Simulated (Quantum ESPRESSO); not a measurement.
## RbMnF3: exchange couplings by hand from total energies

Aim: get Heisenberg couplings of RbMnF3 from the energies of collinear orders, with pencil and paper, and test them on an order left out of the fit.

Calculated with Quantum ESPRESSO 7.5; PBEsol; plane waves with GBRV 1.5 PBEsol potentials, no spin-orbit coupling.

## 1. Starting point

Symmetry: Pm-3m, No. 221, cubic system. The conventional cell has a = 4.232 Å, b = 4.232 Å, c = 4.232 Å, α = 90.00°, β = 90.00°, γ = 90.00°. Nearest to Rb lie 12 F at 2.99 Å. Nearest to Mn lie 6 F at 2.12 Å. F has 2 Mn at 2.12 Å and 4 Rb at 2.99 Å nearest. Farther neighbours and most contacts between anions are not listed.

The cell comes from Materials Project 2023-11-01, a database of computed structures, and need not be the stable phase.

## 2. The parallel order

All energies count from this run.

pw.in

```
&CONTROL
  calculation = 'scf'
  prefix = 'pwscf'
  outdir = './tmp'
  pseudo_dir = './pseudo'
  disk_io = 'nowf'
/
&SYSTEM
  ibrav = 0
  nat = 5
  ntyp = 3
  ecutwfc = 40
  ecutrho = 280
  nbnd = 34
  occupations = 'smearing'
  smearing = 'fd'
  degauss = 0.00367493
  nspin = 2
  starting_magnetization(1) = 0
  starting_magnetization(2) = 0.3
  starting_magnetization(3) = 0
/
&ELECTRONS
  conv_thr = 1d-08
  electron_maxstep = 150
  mixing_beta = 0.3
/
ATOMIC_SPECIES
Rb     85.4678 rb_pbesol_v1.uspp.F.UPF
Mn     54.9380 mn_pbesol_v1.5.uspp.F.UPF
F      18.9984 f_pbesol_v1.4.uspp.F.UPF
CELL_PARAMETERS angstrom
   4.2324721400    0.0000000000    0.0000000000
   0.0000000000    4.2324721400    0.0000000000
   0.0000000000    0.0000000000    4.2324721400
ATOMIC_POSITIONS crystal
Rb      0.0000000000    0.0000000000    0.0000000000
Mn      0.5000000000    0.5000000000    0.5000000000
F       0.5000000000    0.0000000000    0.5000000000
F       0.5000000000    0.5000000000    0.0000000000
F       0.0000000000    0.5000000000    0.5000000000
K_POINTS automatic
6 6 6 0 0 0
```

Run with:

```bash
> OMP_NUM_THREADS=1 mpirun -n 4 pw.x -nk 4 -in pw.in > pw.out
```

Log:

```text
Program PWSCF v.7.5 starts
     [... lines left out ...]
     number of atoms/cell      =            5
     [... lines left out ...]
     number of electrons       =        45.00
     number of Kohn-Sham states=           34
     kinetic-energy cutoff     =      40.0000  Ry
     charge density cutoff     =     280.0000  Ry
     scf convergence threshold =      1.0E-08
     [... lines left out ...]
     48 Sym. Ops., with inversion, found
     [... lines left out ...]
     number of k points=    20  Fermi-Dirac smearing, width (Ry)=  0.0037
     [... lines left out ...]
     iteration # 11     ecut=    40.00 Ry     beta= 0.30
     [... lines left out ...]
     Magnetic moment per site  (integrated on atomic sphere of radius R)
     atom   1 (R=0.292)  charge=  7.3425  magn=  0.0007
     atom   2 (R=0.206)  charge= 12.3761  magn=  4.1771
     atom   3 (R=0.206)  charge=  6.6992  magn=  0.0755
     atom   4 (R=0.206)  charge=  6.6992  magn=  0.0755
     atom   5 (R=0.206)  charge=  6.6992  magn=  0.0755
     [... lines left out ...]
     the Fermi energy is     8.4379 ev
!    total energy              =    -410.19049999 Ry
     estimated scf accuracy    <          3.7E-09 Ry
     smearing contrib. (-TS)   =      -0.00000000 Ry
     [... lines left out ...]
     total magnetization       =     5.00 Bohr mag/cell
     absolute magnetization    =     5.01 Bohr mag/cell
     convergence has been achieved in  11 iterations
   JOB DONE.
```

The job ended after 16 s (4 MPI ranks of Arm Neoverse V2, shared host; peak memory 0.45 GiB; 64 s of CPU time).

Spin moment in the atom's sphere by atom:

```csv
atom,spin moment in the atom's sphere (μB)
Rb1,0.00
Mn2,4.18
F3,0.08
F4,0.08
F5,0.08
```

Read from the output:

```
smearing term TS       : 3.53e-8 eV
magnetization          : 5 μB
absolute magnetization : 5.006 μB
final state            : ferromagnetic
```

## 3. The orders used for the fit

The other orders were run with the same settings, on meshes that hold the same points. Free energies are divided by the number of Mn atoms; q is in fractions of the reciprocal vectors of the first run's cell.

```csv
order,atoms,mesh,free energy (eV),eV per Mn,largest moment (μB)
F +,5,6×6×6,-5580.9261,-5580.9261,4.18
"AF q=(0,0,1/2) +-",10,6×6×3,-11161.9065,-5580.9533,4.16
```

## 4. Counting neighbours

With E = −Σ J e_i·e_j over ordered pairs of unit vectors, turning a neighbour from parallel to opposed costs 2J a Mn atom. So an order lies 2 Σ n J over the parallel one, n being the opposed neighbours in each shell.

```
shell  distance (Å)  neighbours  opposed in AF q=(0,0,1/2) +-  opposed in AF q=(0,1/2,1/2) +-
   J1          4.23           6                             2                               4
   J2          5.99          12                             8                               8
```

Only J1 is kept, as an effective coupling that takes up all reversed shells.

## 5. Solving

```
2 × 2 × J1 = -27.2 meV    (AF q=(0,0,1/2) +-)
J1 = -6.80 meV
```

## 6. The test

The couplings now give the orders that were left out:

```
2 × 4 × (-6.80) = -54.4 meV    (AF q=(0,1/2,1/2) +-)
```

The runs themselves:

| order | atoms | mesh | free energy (eV) | eV per Mn | largest moment (μB) | over the parallel order (meV) | foretold (meV) |
| --- | --- | --- | --- | --- | --- | --- | --- |
| AF q=(0,1/2,1/2) +- | 10 | 6×3×6 | -11161.9560 | -5580.9780 | 4.14 | -52.0 | -54.4 |

## 7. Summary of results

| Quantity | Value |
| --- | --- |
| effective J1 (Mn–Mn at 4.23 Å) | -6.8 meV |
| largest miss on the orders left out | 2.4 meV |

**Reading.** The model misses the order left out by 2.4 meV, 4.6 % of the largest energy difference, so it holds on this test. The largest moment changes by 0.94 % between the orders. Shells that were dropped are folded into the couplings or show in the miss. No Hubbard term acts here. In such compounds local and semilocal functionals without one often delocalise the d electrons, and can shrink or lose moments and miss the size, sign and order of the couplings.

[Logs and program files are shortened in this print: banners, set-up blocks, solver, clock and traceback lines can be left out without a mark of their own.]

[Logs are printed without paths, hosts, clocks, repeated set-up lines and the standing remarks that a program may print on its own settings, such as how far it seeks lower states.]

[Hosts, paths, dates, database ids (printed as entryN), source tags and the programs' standing remarks are cut or masked in the printed files.]

[Where a cell is said to come from a database of computed structures, the database is the Materials Project.]
